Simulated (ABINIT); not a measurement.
## A GW chain in ABINIT: Ba2TaBiO6 (R-3)

Aim: the G0W0 gap of Ba2TaBiO6 (R-3) on LDA, step by step.

Method: LDA and many-body steps on it, plane waves, in ABINIT 10.8.3.

This is a report of a sequence of runs, with most program output left out.

**1. Starting point**

Symmetry: R-3, No. 148, trigonal system. Conventional cell: a = 6.151 Å, b = 6.151 Å, c = 14.869 Å, α = 90.00°, β = 90.00°, γ = 120.00°. Nearest to Ba lie 12 O at 2.76 to 3.40 Å. Nearest to Ta lie 6 O at 2.01 Å. Nearest to Bi lie 6 O at 2.36 Å. O has 1 Ta at 2.01 Å and 1 Bi at 2.36 Å and 4 Ba at 2.76 to 3.40 Å nearest. Farther neighbours and most contacts between anions are not listed.

Coordinates:

```cif
data_structure
_symmetry_space_group_name_H-M 'P 1'
_symmetry_Int_Tables_number 1
_cell_length_a 6.0973
_cell_length_b 6.0973
_cell_length_c 6.0973
_cell_angle_alpha 60.587
_cell_angle_beta 60.587
_cell_angle_gamma 60.587
_cell_volume 162.41
loop_
_atom_site_label
_atom_site_type_symbol
_atom_site_fract_x
_atom_site_fract_y
_atom_site_fract_z
_atom_site_occupancy
Ba1 Ba 0.74882 0.74882 0.74882 1
Ba2 Ba 0.25118 0.25118 0.25118 1
Ta3 Ta 0.50000 0.50000 0.50000 1
Bi4 Bi 0.00000 0.00000 0.00000 1
O5 O 0.72551 0.21886 0.32204 1
O6 O 0.21886 0.32204 0.72551 1
O7 O 0.32204 0.72551 0.21886 1
O8 O 0.27449 0.78114 0.67797 1
O9 O 0.67797 0.27449 0.78114 1
O10 O 0.78114 0.67797 0.27449 1
```

The cell and positions are those that the Materials Project relaxed with its own functionals (PBE, PBE+U or r2SCAN), kept fixed. Spin-orbit coupling is left out unless a step names it.

**2. Ground state**

This step: ABINIT 10.8.3; DFT, LDA, plane waves, norm-conserving pseudopotentials.

The ground-state density comes first.

The input, run.abi:

```
acell 3*1.0 Angstrom
rprim 
  3.075626834241 1.775713980676 4.956223105800
  -3.075626834241 1.775713980676 4.956223105800
  0.000000000000 -3.551427961352 4.956223105800
ntypat 4
znucl 56 73 83 8
natom 10
typat 1 1 2 3 4 4 4 4 4 4
xred 
  0.748816000000 0.748816000000 0.748816000000
  0.251184000000 0.251184000000 0.251184000000
  0.500000000000 0.500000000000 0.500000000000
  0.000000000000 0.000000000000 0.000000000000
  0.725510000000 0.218856000000 0.322035000000
  0.218856000000 0.322035000000 0.725510000000
  0.322035000000 0.725510000000 0.218856000000
  0.274490000000 0.781144000000 0.677965000000
  0.677965000000 0.274490000000 0.781144000000
  0.781144000000 0.677965000000 0.274490000000
pp_dirpath "pseudos"
pseudos "Ba.upf, Ta.upf, Bi.upf, O.upf"
ecut 62
ngkpt 4 4 4
nshiftk 1
shiftk 0 0 0
kptopt 1
chksymbreak 0
nband 62
occopt 1
tolvrs 1e-08
nstep 60
prtwf 0
optforces 0
optstress 0
indata_prefix "in"
outdata_prefix "out"
tmpdata_prefix "tmp"
```

Command:

```
$ OMP_NUM_THREADS=1 mpirun -n 4 abinit run.abi > log
```

Elapsed: 18 min, on 4 MPI ranks of Arm Neoverse V1, shared host; peak memory 1.4 GiB.

This step gave:

- total energy: -19386.1218 eV
- gap: 2.549 eV
- k of the valence top: 0.5, 0.5, 0.5
- k of the conduction bottom: 0.5, 0, 0
- least direct gap: 2.577 eV

The gap is indirect, with the least direct gap 0.03 eV higher.

**3. Bands along the symmetry lines**

The cheap functional maps the bands first; the places of the edges decide which points the dearer methods must see.

Changes to run.abi since step 2:

```diff
@@ -23,14 +23,38 @@
 ecut 62
-ngkpt 4 4 4
-nshiftk 1
-shiftk 0 0 0
-kptopt 1
-chksymbreak 0
-nband 62
-occopt 1
-tolvrs 1e-08
-nstep 60
+iscf -2
+irdden 1
+kptopt 0
+nkpt 24
+kpt 
+  0.00000000 0.00000000 0.00000000
+  0.16666667 0.16666667 0.16666667
+  0.33333333 0.33333333 0.33333333
+  0.50000000 0.50000000 0.50000000
+  0.58258571 0.41741429 0.50000000
+  0.66517141 0.33482859 0.50000000
+  0.74775712 0.25224288 0.50000000
+  0.50000000 -0.25224288 0.25224288
+  0.50000000 -0.16816192 0.16816192
+  0.50000000 -0.08408096 0.08408096
+  0.50000000 0.00000000 0.00000000
+  0.33333333 0.00000000 0.00000000
+  0.16666667 0.00000000 0.00000000
+  0.00000000 0.00000000 0.00000000
+  0.12537381 -0.12537381 0.00000000
+  0.25074763 -0.25074763 0.00000000
+  0.37612144 -0.37612144 -0.00000000
+  0.62387856 0.00000000 0.37612144
+  0.58258571 0.00000000 0.41741429
+  0.54129285 0.00000000 0.45870715
+  0.50000000 0.00000000 0.50000000
+  0.33333333 0.00000000 0.33333333
+  0.16666667 0.00000000 0.16666667
+  0.00000000 0.00000000 0.00000000
+istwfk *1
+nband 60
+nbdbuf 2
+tolwfr 1e-08
+nstep 40
 prtwf 0
-optforces 0
-optstress 0
+prtvol 0
 indata_prefix "in"
```

It took 11 min on 4 MPI ranks; peak memory 1.2 GiB; 44 min of CPU time.

This step gave:

* gap: 2.549 eV
* k of the valence top: 0.5, 0.5, 0.5
* k of the conduction bottom: 0.5, 0, 0
* least direct gap: 2.577 eV

The gap is 2.549 eV, as in the run before at this level.

The electronic bands at the labelled points (eV, zero at the top of the highest filled band):

```tsv
point	band 50	band 51	band 52	band 53	band 54	band 55	band 56	band 57
Γ	-1.44	-1.18	-1.18	-0.79	3.16	3.34	3.40	3.40
T	-1.56	-1.56	-1.53	0.00	2.68	3.14	3.14	4.10
H2	-1.68	-1.31	-1.30	-0.75	3.32	3.39	3.90	4.07
jump to H0	-1.68	-1.31	-1.30	-0.75	3.32	3.39	3.90	4.07
L	-1.41	-1.40	-1.26	-0.03	2.55	2.92	3.44	3.83
Γ	-1.44	-1.18	-1.18	-0.79	3.16	3.34	3.40	3.40
S0	-1.54	-1.51	-1.36	-0.85	3.15	3.67	3.81	4.23
jump to S2	-1.54	-1.51	-1.36	-0.85	3.15	3.67	3.81	4.23
F	-1.73	-1.67	-1.63	-0.91	3.22	4.05	4.09	4.35
Γ	-1.44	-1.18	-1.18	-0.79	3.16	3.34	3.40	3.40
```

**4. Empty states on the mesh, 2×2×2 mesh, 217 bands**

The sums over transitions need many empty states on a uniform mesh; this step solves for them.

The input, run.abi:

```
acell 3*1.0 Angstrom
rprim 
  3.075626834241 1.775713980676 4.956223105800
  -3.075626834241 1.775713980676 4.956223105800
  0.000000000000 -3.551427961352 4.956223105800
ntypat 4
znucl 56 73 83 8
natom 10
typat 1 1 2 3 4 4 4 4 4 4
xred 
  0.748816000000 0.748816000000 0.748816000000
  0.251184000000 0.251184000000 0.251184000000
  0.500000000000 0.500000000000 0.500000000000
  0.000000000000 0.000000000000 0.000000000000
  0.725510000000 0.218856000000 0.322035000000
  0.218856000000 0.322035000000 0.725510000000
  0.322035000000 0.725510000000 0.218856000000
  0.274490000000 0.781144000000 0.677965000000
  0.677965000000 0.274490000000 0.781144000000
  0.781144000000 0.677965000000 0.274490000000
pp_dirpath "pseudos"
pseudos "Ba.upf, Ta.upf, Bi.upf, O.upf"
ecut 62
ngkpt 2 2 2
nshiftk 1
shiftk 0 0 0
kptopt 1
chksymbreak 0
iscf -2
irdden 1
istwfk *1
nband 217
nbdbuf 18
tolwfr 1e-09
nstep 60
prtvol 0
indata_prefix "in"
outdata_prefix "out"
tmpdata_prefix "tmp"
```

Elapsed: 7.5 min, on 4 MPI ranks; peak memory 0.99 GiB.

Numbers from this step:

```yaml
gap: 2.549 eV
k_of_the_valence_top: 0.5, 0.5, 0.5
k_of_the_conduction_bottom: 0.5, 0, 0
least_direct_gap: 2.577 eV
k_points_computed: 4
lowest_point_of_the_top_converged_band_above_the_valence_top: 46.11 eV
```

On this mesh the gap is 2.549 eV.

**5. Screening, 2×2×2 mesh, 199 bands, screening to 119.7 eV**

The RPA dielectric matrix is built and inverted for each q.

This step: RPA screening on LDA, plane waves, norm-conserving pseudopotentials.

Changes to run.abi since step 4:

```diff
@@ -28,10 +28,11 @@
 chksymbreak 0
-iscf -2
-irdden 1
 istwfk *1
-nband 217
-nbdbuf 18
-tolwfr 1e-09
-nstep 60
-prtvol 0
+occopt 1
+irdwfk 1
+optdriver 3
+nband 199
+ecuteps 4.4
+inclvkb 2
+awtr 1
+symchi 1
 indata_prefix "in"
```

Wall time 8.5 min (4 MPI ranks); peak memory 6.4 GiB.

Numbers from this step:

- ε∞ with local fields, on this mesh, along the program's q direction: 6.604
- the same without local fields: 7.202
- plasma frequency: 30.00 eV
- plane waves in the screening matrix: 525

Local fields lower ε∞ by 8 %. On a Γ-centred mesh this coarse the value itself is usually too large, while a short band sum pulls it down.

**6. Self-energy, 2×2×2 mesh, 199 bands, screening to 119.7 eV**

The self-energy is evaluated for the states that the input lists, and the levels follow from it, in one-shot runs by the linearised quasiparticle equation.

This step: G0W0 on LDA, plane waves, norm-conserving pseudopotentials.

Changes to run.abi since step 5:

```diff
@@ -31,8 +31,19 @@
 irdwfk 1
-optdriver 3
+optdriver 4
 nband 199
+gwcalctyp 0
+ecutsigx 62
+symsigma 1
+nkptgw 3
+kptgw 
+  0.5000000000 0.5000000000 0.5000000000
+  0.5000000000 0.0000000000 0.0000000000
+  0.0000000000 0.0000000000 0.0000000000
+bdgw 
+  52 56
+  52 55
+  51 55
 ecuteps 4.4
-inclvkb 2
-awtr 1
-symchi 1
+irdscr 1
+ppmodel 1
 indata_prefix "in"
```

The job ended after 77 s (4 MPI ranks; peak memory 3.7 GiB).

Numbers from this step:

```yaml
g0w0_gap_on_the_points_computed: 3.347 eV
starting_gap_on_the_mesh: 2.549 eV
k_of_the_valence_top: 0.5, 0.5, 0.5
k_of_the_conduction_bottom: 0.5, 0, 0
z_at_the_valence_top: 0.79
z_at_the_conduction_bottom: 0.829
least_direct_g0w0_gap_on_the_computed_points: 3.38 eV
```

The gap on the mesh goes from 2.55 eV to 3.35 eV, a correction of +0.80 eV.

Limits: finite bands, cutoff and mesh; no spin-orbit coupling; coarse k mesh. v1 is the top filled band, c1 the lowest empty one. Levels before and after the correction, in eV, zero at the valence-band top of each column:

```tsv
	conduction bottom	valence top
Kohn-Sham	2.55	0.00
G0W0	3.35	0.00
```

```tsv
	level	energy (eV)
Kohn-Sham	(0.5 0.5 0.5) v2	-1.531
Kohn-Sham	(0.5 0.5 0.5) v1	0.000
Kohn-Sham	(0.5 0.5 0.5) c1	2.682
Kohn-Sham	(0.5 0.5 0.5) c2-c3	3.138
Kohn-Sham	(0.5 0 0) v2	-1.257
Kohn-Sham	(0.5 0 0) v1	-0.028
Kohn-Sham	(0.5 0 0) c1	2.549
Kohn-Sham	(0.5 0 0) c2	2.915
G0W0	(0.5 0.5 0.5) v2	-1.874
G0W0	(0.5 0.5 0.5) v1	0.000
G0W0	(0.5 0.5 0.5) c1	3.487
G0W0	(0.5 0.5 0.5) c2-c3	3.980
G0W0	(0.5 0 0) v2	-1.565
G0W0	(0.5 0 0) v1	-0.033
G0W0	(0.5 0 0) c1	3.347
G0W0	(0.5 0 0) c2	3.735
```

**7. Where the time went**

Times are wall times on 4 MPI ranks of Arm Neoverse V1, shared host, good to a factor of about two.

```tsv
step	time	share	memory (GiB)
ground state	18 min	39 %	1.4
bands along the symmetry lines	11 min	24 %	1.2
empty states on the mesh	7.5 min	16 %	0.99
screening	8.5 min	18 %	6.4
self-energy	77 s	3 %	3.7
```

**8. Summary of results**

```
LDA gap              : 2.55 eV, indirect (only 28 meV under the direct gap)
G0W0 gap on the mesh : 3.35 eV
GW settings          : 2×2×2 mesh, 199 bands, screening to 119.7 eV, Godby-Needs plasmon pole
known limits         : not at the basis limit; no spin-orbit coupling; coarse k mesh
```

**Reading.** G0W0 moves the gap on the mesh from 2.55 eV to 3.35 eV (+0.80 eV), with Z of 0.79 and 0.83 at the edges. Local fields lower the RPA ε∞ on this mesh from 7.20 to 6.60; a Γ-centred mesh this coarse tends to raise both, most where the direct gap is narrow, while a short band sum lowers them. Only 3 of the mesh's irreducible points were corrected, so a valley elsewhere could overtake. The dearest step here is «ground state». Bands and cutoff are finite, so the gap is not at the basis limit. The miss can reach some tenths of an eV and take either sign; the mesh is an error of its own. In the G0W0 run levels were corrected at 3 k points alone, so a gap called «on the mesh» is the least over those, and an edge elsewhere would be missed. The 2×2×2 mesh is coarse for this cell, which bears on the long-range parts of exchange and screening. Where an edge is built on 6p states of lead, bismuth or thallium, scalar-relativistic gaps usually stand too wide, by a few tenths to over one eV. The many-body steps are scalar-relativistic: spin-orbit coupling is not in them.

[Paths, hosts, dates, memory and timing lines, banners, echoed tables and standing remarks are left out of the program output.]

[Logs are printed without paths, hosts, clocks, repeated set-up lines and the standing remarks that a program may print on its own settings, such as how far it seeks lower states.]

[Runs of the session that timed out or met a known fault of the program may be left out.]

[Hosts, paths, dates, database ids (printed as entryN), source tags and the programs' standing remarks are cut or masked in the printed files.]

[G0W0 gaps are taken among the corrected bands and points alone; a level outside them can change the order at an edge.]

[Where Ansatz stands beside ABINIT at settings called matched, ABINIT's density can come from a denser mesh and the files from another edition; pairs whose starting gaps differed by over 0.03 eV were left out, so agreement reads better than it is.]
